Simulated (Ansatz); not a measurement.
**How many bands does the GW gap of ZnS2 (Pa-3) need?**

Wanted: a G0W0 gap for ZnS2 (Pa-3) that is converged in bands and cutoff, or an estimate of the limit.

Method: G0W0 on LDA, plane waves, PAW, in Ansatz 0.2.0.

## Step 1: The starting structure

Symmetry: Pa-3, No. 205, cubic system. Conventional cell: a = 5.945 Å, b = 5.945 Å, c = 5.945 Å, α = 90.00°, β = 90.00°, γ = 90.00°. Nearest to Zn lie 6 S at 2.52 Å. Nearest to S lie 1 S at 2.06 Å and 3 Zn at 2.52 Å. Farther neighbours and most contacts between anions are not listed.

Coordinates:

```cif
data_structure
_symmetry_space_group_name_H-M 'P 1'
_symmetry_Int_Tables_number 1
_cell_length_a 5.9454
_cell_length_b 5.9454
_cell_length_c 5.9454
_cell_angle_alpha 90.000
_cell_angle_beta 90.000
_cell_angle_gamma 90.000
_cell_volume 210.16
loop_
_atom_site_label
_atom_site_type_symbol
_atom_site_fract_x
_atom_site_fract_y
_atom_site_fract_z
_atom_site_occupancy
Zn1 Zn 0.50000 0.50000 0.00000 1
Zn2 Zn 0.50000 0.00000 0.50000 1
Zn3 Zn 0.00000 0.50000 0.50000 1
Zn4 Zn 0.00000 0.00000 0.00000 1
S5 S 0.10025 0.89975 0.39975 1
S6 S 0.89975 0.39975 0.10025 1
S7 S 0.39975 0.10025 0.89975 1
S8 S 0.60025 0.60025 0.60025 1
S9 S 0.89975 0.10025 0.60025 1
S10 S 0.10025 0.60025 0.89975 1
S11 S 0.60025 0.89975 0.10025 1
S12 S 0.39975 0.39975 0.39975 1
```

The cell and positions are those that the Materials Project relaxed with its own functionals (PBE, PBE+U or r2SCAN), kept fixed. The default PAW set here is soft_2. Its files were made with PBE.

## Step 2: 158 empty bands, screening to 48 eV

Now the one-shot GW correction: screening in the RPA, then the self-energy of the levels asked for.

The input, input.yaml:

```yaml
crystal:
  lattice:
    - [5.94543046, 0.0, 0.0]
    - [0.0, 5.94543046, 0.0]
    - [0.0, 0.0, 5.94543046]
  atoms:
    - { symbol: Zn, position: [0.5, 0.5, 0.0] }
    - { symbol: Zn, position: [0.5, 0.0, 0.5] }
    - { symbol: Zn, position: [0.0, 0.5, 0.5] }
    - { symbol: Zn, position: [0.0, 0.0, 0.0] }
    - { symbol: S, position: [0.10024639, 0.89975361, 0.39975361] }
    - { symbol: S, position: [0.89975361, 0.39975361, 0.10024639] }
    - { symbol: S, position: [0.39975361, 0.10024639, 0.89975361] }
    - { symbol: S, position: [0.60024639, 0.60024639, 0.60024639] }
    - { symbol: S, position: [0.89975361, 0.10024639, 0.60024639] }
    - { symbol: S, position: [0.10024639, 0.60024639, 0.89975361] }
    - { symbol: S, position: [0.60024639, 0.89975361, 0.10024639] }
    - { symbol: S, position: [0.39975361, 0.39975361, 0.39975361] }
kpoints:
  mp_grid: { grid: [2, 2, 2] }
hamiltonian:
  xc: lda
scf:
  occupations: { method: fixed }
gw:
  n_empty_bands: 158
  ecut_chi: 48
  qp_bands: [v4, c4]
  qp_kpoints: band_edges
  screening: { model: contour_deformation }
```

Started as:

```sh
ansatz run input.yaml --threads 24 --pin off --max-ram 82944MiB --backend cuda --events-out ev --progress --plain --runs-dir out --devices 1 --max-vram 78GiB
```

Numbers of over 12 decimals in the logs are rounded to 6 here.

The log of the run:

```text
GPUs: using 1 of 1 available (devices: 1).
Engine: ansatz 0.2.0, aarch64-unknown-linux-gnu
Pseudopotentials: kind: paw
Pseudopotential: Zn, paw, valence charge 12, recommended cutoff 420 eV (normal), Zn.paw.azcp
Pseudopotential: S, paw, valence charge 6, recommended cutoff 420 eV (normal), S.paw.azcp
Functional definition: SPW92
  exchange = slater_x
  correlation = pw_c
device memory: the entry about to start is reckoned to put 4.0 GiB on a device that reports 182.5 GiB free (of which the cap on the GPU budget leaves the run 78.0 GiB)
GPU FFT provider: cuFFT
GPU libraries: cuBLAS 13.8.1, cuFFT 12.4.0, cuSOLVER 12.3.2
GPU matrix products: emulated (plane waves: as basis.precision tells), large ones in fixed point in workspaces of 1.00 GiB
Crystal: 12 atoms, lattice volume = 210.160 Å³
Basis set: ecut = 420 eV, 4067 PW (Γ)
Bands: 60, of which v1, the nominal top of the filled ones, is band 48 counted from 1 (47 counted from 0)
Symmetry: 24 space group operations
Space group: Pa-3 (ITA 205), of the structure as read, at distance tolerance 5.9e-5 Å
k-points: 4 of 8
Non-local potential: Zn, projectors of the file, l = 0: 2, l = 1: 2, l = 2: 3, l = 3: 1
Non-local potential: S, projectors of the file, l = 0: 2, l = 1: 2, l = 2: 2
PAW form: soft (Blöchl's): semilocal exchange-correlation on the pseudo side does not see the compensation charge
PAW frozen core: Zn, regenerated for the run's functional, and the local potential with it (the file was generated under x = pbe(κ = 0.804, μ = 0.219515), c = pbe(β = 0.066725))
PAW frozen core: S, regenerated for the run's functional, and the local potential with it (the file was generated under x = pbe(κ = 0.804, μ = 0.219515), c = pbe(β = 0.066725))
PAW one-centre angular grid: Zn, 590 points (default); XC on 64 Gauss nodes
PAW one-centre angular grid: S, 110 points (default); XC on 64 Gauss nodes
Initial density: superposition of atomic densities (neutral atoms: chi_scale 0, normalization atom), corrected by the library's trained network
Initial wavefunctions: pseudopotential atomic-orbital guess
GPU buffer pool allocated for 64000 grid points (all kernels)
GPU transforms: local potential and band sums: pruned to the plane-wave sphere, on 40×40×40
Functional: x = slater, c = lda
SCF iter   1: F=—  HF=-19946.332267 eV  |F-HF|=—  |Δ(HF+E_count)|=         —  Δρ=6.79e-3  dr2=8.00e-2  ethr=1.77e-3  ⟨swp⟩=5.2  Hψ=939  notcnv=0  defer=34
preconditioner: auto → Resta (q_TF=auto, 2.394 Å⁻¹)  ε∞=7.1  [insulator: Δε(μ)=1.618 eV  Ē_g=10.195 eV  n_scr=56 (ndim 8)  ℏωp=25.1 eV  f_vac=0.000  ε∞_Penn≈7.1]
SCF iter   2: F=—  HF=-19946.312530 eV  |F-HF|=—  |Δ(HF+E_count)|=   1.97e-2  Δρ=3.30e-3  dr2=2.21e-2  ethr=8.33e-5  ⟨swp⟩=3.0  Hψ=464  notcnv=0  defer=36
SCF iter   3: F=—  HF=-19946.308380 eV  |F-HF|=—  |Δ(HF+E_count)|=   4.15e-3  Δρ=2.00e-3  dr2=4.01e-3  ethr=2.30e-5  ⟨swp⟩=2.5  Hψ=394  notcnv=0  defer=36
SCF iter   4: F=—  HF=-19946.305828 eV  |F-HF|=—  |Δ(HF+E_count)|=   2.55e-3  Δρ=3.45e-4  dr2=1.47e-4  ethr=4.18e-6  ⟨swp⟩=2.0  Hψ=389  notcnv=0  defer=33
SCF iter   5: F=—  HF=-19946.305835 eV  |F-HF|=—  |Δ(HF+E_count)|=   7.35e-6  Δρ=5.41e-5  dr2=6.53e-6  ethr=1.53e-7  ⟨swp⟩=2.8  Hψ=417  notcnv=0  defer=23
SCF iter   6: F=—  HF=-19946.305837 eV  |F-HF|=—  |Δ(HF+E_count)|=   1.05e-6  Δρ=1.81e-5  dr2=7.22e-7  ethr=6.80e-9  ⟨swp⟩=2.0  Hψ=393  notcnv=0  defer=23
SCF iter   7: F=-19946.305837 eV  HF=-19946.305837 eV  |F-HF|=1.80e-9  |Δ(HF+E_count)|=   1.91e-7  Δρ=2.95e-6  dr2=1.77e-8  ethr=1.04e-10  ⟨swp⟩=11.8  Hψ=931  notcnv=0
SCF 1 converged in 7 iterations: F = -19946.305837 eV  dr2 = 1.77e-8
  greatest PAW one-centre occupation: 0.989 electrons in one spin orbital (limit 2), on the Zn atom at site 2 (counted from 0), in its partial waves of l = 2
device memory: the entry about to start is reckoned to put 5.0 GiB (of the 5.1 GiB reckoned in all, the device holds 0.1 GiB already) on a device that reports 182.4 GiB free (of which the cap on the GPU budget leaves the run 77.9 GiB)
NSCF: frozen V_eff on 4 k-points
the band table was solved once the SCF had ended and its energy, with any forces and stress, was formed, with the checks that follow a solve (881 applications of the Hamiltonian). They found nothing against the state; the energy, forces and stress were not computed again (output.eigenvalues in the input reference)
device memory: the entry about to start is reckoned to put 5.4 GiB on a device that reports 182.5 GiB free (of which the cap on the GPU budget leaves the run 78.0 GiB)
NSCF: frozen V_eff on 4 k-points
G₀W₀ screening: q 1/4
[... further progress lines ...]
SCF converged after 7 iterations
Free energy (F): -19946.305837 eV
Harris-Foulkes:  -19946.305837 eV  (|F-HF|=1.80e-9)
Internal energy: -19946.305837 eV  (E = F + TS)
E sigma→0 (E₀):  -19946.305837 eV
Fermi energy:    7.937155 eV
--- Per-component energies (eV) ---
  E_band       = 116.685207
  E_kinetic    = 1383.925104
  E_local      = -8192.238953  (includes V_loc(G=0)·N_el)
  E_nonlocal   = 2712.152437
  E_hartree    = 3389.050882
  E_xc         = -1309.804059
  E_vxc        = -913.452817  (∫ρ·V_xc dr)
  E_paw        = -11584.323699  (= ΣΔE_a)
  E_vpaw       = -1651.799791  (= ΣTr[D̂ρ^β])
  E_aug_tail   = -0.001438  (compensation charges beyond the density's cutoff)
  E_ewald      = -6352.520257
  E_core_change = 7.454146  (= ΣΔE_core)
  E_smearing   = -0.000000  (= −TS)
  E_closure    = 0.000000  (closes the sum)
  Σ components = -19946.305837   (vs F -19946.305837, Δ=0.00e0)
--- Band table (eV) ---
  k-point 0: bands = [... 44 lower, 7.2139, 7.2139, 7.9372, 7.9372, 9.5717, 10.0776, 10.7091, 10.7091, ... 8 higher]
  k-point 1: bands = [... 44 lower, 6.1030, 6.1030, 7.7150, 7.7150, 9.7446, 9.7446, 9.8002, 9.8002, ... 8 higher]
  k-point 2: bands = [... 44 lower, 6.2640, 6.2640, 6.2640, 6.2640, 9.6002, 9.6002, 9.6002, 9.6002, ... 8 higher]
  k-point 3: bands = [... 44 lower, 5.5703, 5.5703, 5.5703, 5.5703, 9.7672, 9.7672, 9.7672, 9.7672, ... 8 higher]
--- G₀W₀: contour deformation, 6 samples at zero and on the imaginary axis and 1 off it, 8 q-points, 158 empty bands' worth ---
  eigenvalues of the whole cell's RPA ε∞ on this k-mesh (on a slab, of 1 + 4πα/V) = 9.7222, 9.7222, 9.7222; static W/v taken at q = 0 is 0.102857
  bands read: the sum over 206 bands ends inside a degenerate multiplet in 3 slots, whose members it reads at an even weight; the widest, k=2: bands 205 to 208 (counted from 1) at 2/4 each
  gw.qp_kpoints: band_edges: 4 of 4 stored k-points solved, in 1 pass; an edge of the gap read off the rows below is read off those points alone
    ik  band        ε_KS         Σx   Σc(E_QP)       V_xc       Z   E_QP_lin       E_QP  E_QP is
     0    45      7.2139   -21.1991     2.7269   -18.3129  0.7594     7.0542     7.0546  root
     0    46      7.2139   -21.1991     2.7269   -18.3129  0.7594     7.0542     7.0546  root
     0    47      7.9372   -21.7102     2.6839   -18.9695  0.7629     7.8804     7.8804  root
     0    48      7.9372   -21.7102     2.6839   -18.9695  0.7629     7.8804     7.8804  root
     0    49      9.5717    -8.6448    -4.1888   -13.8342  0.7624    10.5950    10.5723  root
     0    50     10.0776   -10.7043    -4.1965   -16.1628  0.7762    11.3772    11.3396  root
     0    51     10.7091   -10.2869    -4.5574   -15.9788  0.7365    11.8651    11.8436  root
     0    52     10.7091   -10.2869    -4.5574   -15.9788  0.7365    11.8651    11.8436  root
     1    45      6.1030   -20.5287     2.9555   -17.4775  0.7538     6.0078     6.0073  root
     1    46      6.1030   -20.5287     2.9555   -17.4775  0.7538     6.0078     6.0073  root
     1    47      7.7150   -20.9845     2.5990   -18.3555  0.7622     7.6850     7.6850  root
     1    48      7.7150   -20.9845     2.5990   -18.3555  0.7622     7.6850     7.6850  root
     1    49      9.7446   -10.1632    -4.0697   -15.2373  0.7668    10.7714    10.7489  root
     1    50      9.7446   -10.1632    -4.0697   -15.2373  0.7668    10.7714    10.7489  root
     1    51      9.8002    -9.7946    -4.0784   -14.8514  0.7651    10.8008    10.7786  root
     1    52      9.8002    -9.7946    -4.0784   -14.8514  0.7651    10.8008    10.7786  root
     2    45      6.2640   -20.4540     2.8951   -17.4656  0.7459     6.1704     6.1707  root
     2    46      6.2640   -20.4540     2.8951   -17.4656  0.7459     6.1704     6.1707  root
     2    47      6.2640   -20.4540     2.8951   -17.4656  0.7459     6.1704     6.1707  root
     2    48      6.2640   -20.4540     2.8951   -17.4656  0.7459     6.1704     6.1707  root
     2    49      9.6002    -9.7819    -3.9959   -14.7880  0.7716    10.6313    10.6105  root
     2    50      9.6002    -9.7819    -3.9959   -14.7880  0.7716    10.6313    10.6105  root
     2    51      9.6002    -9.7819    -3.9959   -14.7880  0.7716    10.6313    10.6105  root
     2    52      9.6002    -9.7819    -3.9959   -14.7880  0.7716    10.6313    10.6105  root
     3    45      5.5703   -17.4504     2.8736   -14.5785  0.7448     5.5720     5.5720  root
     3    46      5.5703   -17.4504     2.8736   -14.5785  0.7448     5.5720     5.5720  root
     3    47      5.5703   -17.4504     2.8736   -14.5785  0.7448     5.5720     5.5720  root
     3    48      5.5703   -17.4504     2.8736   -14.5785  0.7448     5.5720     5.5720  root
     3    49      9.7672    -9.5993    -3.9799   -14.6200  0.7746    10.8304    10.8080  root
     3    50      9.7672    -9.5993    -3.9799   -14.6200  0.7746    10.8304    10.8080  root
     3    51      9.7672    -9.5993    -3.9799   -14.6200  0.7746    10.8304    10.8080  root
     3    52      9.7672    -9.5993    -3.9799   -14.6200  0.7746    10.8304    10.8080  root
```

It took 1.6 s on 1 × NVIDIA GB200 (shared by 2 runs) with 24 threads of Arm Neoverse V2, shared host; peak memory 1.2 GiB.

Numbers from this step:

| Quantity | Value |
| --- | --- |
| bands summed | 206 |
| RPA ε∞ on this mesh (eigenvalues) | 9.722, 9.722, 9.722 |
| plane waves in the screening matrix | 171 |
| q-points in the mesh | 8 |
| G0W0 gap on the mesh | 2.692 eV |
| k of the valence top | 0, 0, 0 |
| k of the conduction bottom | 0, 0, 0 |
| starting gap on the mesh | 1.635 eV |
| Z at the valence top | 0.7629 |
| Z at the conduction bottom | 0.7624 |
| least direct G0W0 gap on the computed points | 2.692 eV |

The gap on the mesh goes from 1.63 eV to 2.69 eV, a correction of +1.06 eV. Between the two edge states, bare exchange in place of the xc potential would open the gap by 7.93 eV, and correlation takes back 6.87 eV.

## Step 3: 448 empty bands, screening to 96 eV

Bands and screening cutoff are moved together, since each hides the error of the other.

input.yaml, as its differences from that of step 2:

```diff
@@ -25,4 +25,4 @@
 gw:
-  n_empty_bands: 158
-  ecut_chi: 48
+  n_empty_bands: 448
+  ecut_chi: 96
   qp_bands: [v4, c4]
```

The log of the run:

```text
GPUs: using 1 of 1 available (devices: 1).
[...]
GPU FFT provider: cuFFT
GPU libraries: cuBLAS 13.8.1, cuFFT 12.4.0, cuSOLVER 12.3.2
[...]
Crystal: 12 atoms, lattice volume = 210.160 Å³
Basis set: ecut = 420 eV, 4067 PW (Γ)
Bands: 60, of which v1, the nominal top of the filled ones, is band 48 counted from 1 (47 counted from 0)
Symmetry: 24 space group operations
[...]
k-points: 4 of 8
[...]
GPU buffer pool allocated for 64000 grid points (all kernels)
[...]
SCF iter   1: F=—  HF=-19946.332267 eV  |F-HF|=—  |Δ(HF+E_count)|=         —  Δρ=6.79e-3  dr2=8.00e-2  ethr=1.77e-3  ⟨swp⟩=5.2  Hψ=939  notcnv=0  defer=34
[...]
SCF iter   7: F=-19946.305837 eV  HF=-19946.305837 eV  |F-HF|=1.80e-9  |Δ(HF+E_count)|=   1.91e-7  Δρ=2.95e-6  dr2=1.77e-8  ethr=1.04e-10  ⟨swp⟩=11.8  Hψ=931  notcnv=0
SCF 1 converged in 7 iterations: F = -19946.305837 eV  dr2 = 1.77e-8
[...]
NSCF: frozen V_eff on 4 k-points
[...]
G₀W₀ screening: q 1/4
[... further progress lines ...]
SCF converged after 7 iterations
Free energy (F): -19946.305837 eV
[...]
Internal energy: -19946.305837 eV  (E = F + TS)
E sigma→0 (E₀):  -19946.305837 eV
Fermi energy:    7.937155 eV
[...]
--- Band table (eV) ---
  k-point 0: bands = [... 44 lower, 7.2139, 7.2139, 7.9372, 7.9372, 9.5717, 10.0776, 10.7091, 10.7091, ... 8 higher]
  k-point 1: bands = [... 44 lower, 6.1030, 6.1030, 7.7150, 7.7150, 9.7446, 9.7446, 9.8002, 9.8002, ... 8 higher]
  k-point 2: bands = [... 44 lower, 6.2640, 6.2640, 6.2640, 6.2640, 9.6002, 9.6002, 9.6002, 9.6002, ... 8 higher]
  k-point 3: bands = [... 44 lower, 5.5703, 5.5703, 5.5703, 5.5703, 9.7672, 9.7672, 9.7672, 9.7672, ... 8 higher]
[...]
0    45      7.2139   -21.1991     2.4942   -18.3129  0.7523     6.8192     6.8219  root
     0    46      7.2139   -21.1991     2.4942   -18.3129  0.7523     6.8192     6.8219  root
     0    47      7.9372   -21.7102     2.3941   -18.9695  0.7548     7.5888     7.5905  root
     0    48      7.9372   -21.7102     2.3941   -18.9695  0.7548     7.5888     7.5905  root
     0    49      9.5717    -8.6448    -4.4928   -13.8342  0.7569    10.2779    10.2682  root
     0    50     10.0776   -10.7043    -4.6234   -16.1628  0.7713    10.9251    10.9126  root
     0    51     10.7091   -10.2869    -4.9189   -15.9788  0.7296    11.4919    11.4820  root
     0    52     10.7091   -10.2869    -4.9189   -15.9788  0.7296    11.4919    11.4820  root
[...]
3    49      9.7672    -9.5993    -4.3096   -14.6200  0.7705    10.4873    10.4783  root
     3    50      9.7672    -9.5993    -4.3096   -14.6200  0.7705    10.4873    10.4783  root
     3    51      9.7672    -9.5993    -4.3096   -14.6200  0.7705    10.4873    10.4783  root
     3    52      9.7672    -9.5993    -4.3096   -14.6200  0.7705    10.4873    10.4783  root
```

Run time: 3.2 s. Hardware: 1 × NVIDIA GB200 (shared by 2 runs) with 24 threads; peak memory 1.5 GiB; 5.8 s of CPU time.

This step gave:

```yaml
bands_summed: 496
rpa_eps_infinity_on_this_mesh_eigenvalues: 9.657, 9.657, 9.657
plane_waves_in_the_screening_matrix: 461
q_points_in_the_mesh: 8
g0w0_gap_on_the_mesh: 2.678 eV
k_of_the_valence_top: 0, 0, 0
k_of_the_conduction_bottom: 0, 0, 0
starting_gap_on_the_mesh: 1.635 eV
z_at_the_valence_top: 0.7548
z_at_the_conduction_bottom: 0.7569
least_direct_g0w0_gap_on_the_computed_points: 2.678 eV
```

Against the run with 2×2×2 mesh, 158 empty bands, screening to 48 eV, the gap moves by −0.014 eV.

## Step 4: 965 empty bands, screening to 160 eV

input.yaml, as its differences from that of step 3:

```diff
@@ -25,4 +25,4 @@
 gw:
-  n_empty_bands: 448
-  ecut_chi: 96
+  n_empty_bands: 965
+  ecut_chi: 160.0
   qp_bands: [v4, c4]
```

The log of the run:

```text
GPUs: using 1 of 1 available (devices: 1).
[...]
GPU FFT provider: cuFFT
GPU libraries: cuBLAS 13.8.1, cuFFT 12.4.0, cuSOLVER 12.3.2
[...]
Crystal: 12 atoms, lattice volume = 210.160 Å³
Basis set: ecut = 420 eV, 4067 PW (Γ)
Bands: 60, of which v1, the nominal top of the filled ones, is band 48 counted from 1 (47 counted from 0)
Symmetry: 24 space group operations
[...]
k-points: 4 of 8
[...]
0    52     10.7091   -10.2869    -5.1391   -15.9788  0.7280    11.2772    11.2619  root
[...]
3    49      9.7672    -9.5993    -4.4976   -14.6200  0.7697    10.2948    10.2902  root
     3    50      9.7672    -9.5993    -4.4976   -14.6200  0.7697    10.2948    10.2902  root
     3    51      9.7672    -9.5993    -4.4976   -14.6200  0.7697    10.2948    10.2902  root
     3    52      9.7672    -9.5993    -4.4976   -14.6200  0.7697    10.2948    10.2902  root
[key lines of the parts left out:]
SCF converged after 7 iterations
Free energy (F): -19946.305837 eV
Fermi energy:    7.937155 eV
```

Run time: 4.6 s. Hardware: 1 × NVIDIA GB200 (shared by 2 runs) with 24 threads; peak memory 2.1 GiB.

This step gave:

```yaml
bands_summed: 1013
rpa_eps_infinity_on_this_mesh_eigenvalues: 9.640, 9.640, 9.640
plane_waves_in_the_screening_matrix: 949
g0w0_gap_on_the_mesh: 2.711 eV
k_of_the_valence_top: 0, 0, 0
k_of_the_conduction_bottom: 0, -0.5, -0.5
starting_gap_on_the_mesh: 1.635 eV
least_direct_g0w0_gap_on_the_computed_points: 2.718 eV
```

Against the run with 2×2×2 mesh, 448 empty bands, screening to 96 eV, the gap moves by +0.03 eV.

(Part 1 of 2 ends here.)

[Paths, hosts, dates, memory and timing lines, banners, echoed tables and standing remarks are left out of the program output.]

[Logs are printed without paths, hosts, clocks, repeated set-up lines and the standing remarks that a program may print on its own settings, such as how far it seeks lower states.]

[Runs of the session that timed out or met a known fault of the program may be left out.]

[Cells called generated may have been cut or substituted from an entry of the Crystallography Open Database or the Materials Project.]

[Hosts, paths, dates, database ids (printed as entryN), source tags and the programs' standing remarks are cut or masked in the printed files.]
